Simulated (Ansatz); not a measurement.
# Direct or indirect: TiO2 (I4_1/amd)

```cif
data_structure
_symmetry_space_group_name_H-M 'I4_1/amd:1'
_symmetry_Int_Tables_number 141
_cell_length_a 3.7842
_cell_length_b 3.7842
_cell_length_c 9.5146
_cell_angle_alpha 90.000
_cell_angle_beta 90.000
_cell_angle_gamma 90.000
_cell_volume 136.25
loop_
_atom_site_label
_atom_site_type_symbol
_atom_site_symmetry_multiplicity
_atom_site_Wyckoff_symbol
_atom_site_fract_x
_atom_site_fract_y
_atom_site_fract_z
_atom_site_occupancy
Ti1 Ti 4 a 0.00000 0.50000 0.25000 1
O1 O 8 e 0.50000 0.50000 0.29190 1
```

Method: Ansatz, PBE, independent particles, without spin-orbit coupling, line width 0.15 eV (Gaussian). The band structure gives a fundamental gap of 2.14 eV. The spectrum of vertical transitions near the edge:

| E (eV) | Im ε, E ∥ xy | Im ε, E ∥ z |
| --- | --- | --- |
| 1.68 | 0.00 | 0.00 |
| 1.80 | 0.00 | 0.00 |
| 1.92 | 0.00 | 0.00 |
| 2.04 | 0.00 | 0.00 |
| 2.16 | 0.00 | 0.00 |
| 2.28 | 0.06 | 0.00 |
| 2.40 | 0.41 | 0.00 |
| 2.52 | 1.39 | 0.00 |
| 2.64 | 2.41 | 0.01 |
| 2.76 | 2.87 | 0.03 |
| 2.88 | 3.00 | 0.06 |
| 3.00 | 3.13 | 0.30 |
| 3.12 | 3.41 | 2.04 |
| 3.24 | 4.02 | 6.41 |
| 3.36 | 4.87 | 10.23 |
| 3.48 | 6.21 | 10.03 |
| 3.60 | 8.47 | 8.28 |
| 3.72 | 10.39 | 7.05 |

(1) Is the gap direct or indirect, and about where do vertical transitions set in?

Results:

(1) Indirect, by the band path, whose least direct gap is 2.46 eV. The curves fit this: they stay near zero above 2.14 eV and rise only from about 2.5 eV, though a forbidden direct transition would look alike. Lines are broadened by 0.15 eV, which spreads the edge, and phonons, which would give weak absorption from the fundamental gap up, are left out.

[Logs are printed without paths, hosts, clocks, repeated set-up lines and the standing remarks that a program may print on its own settings, such as how far it seeks lower states.]
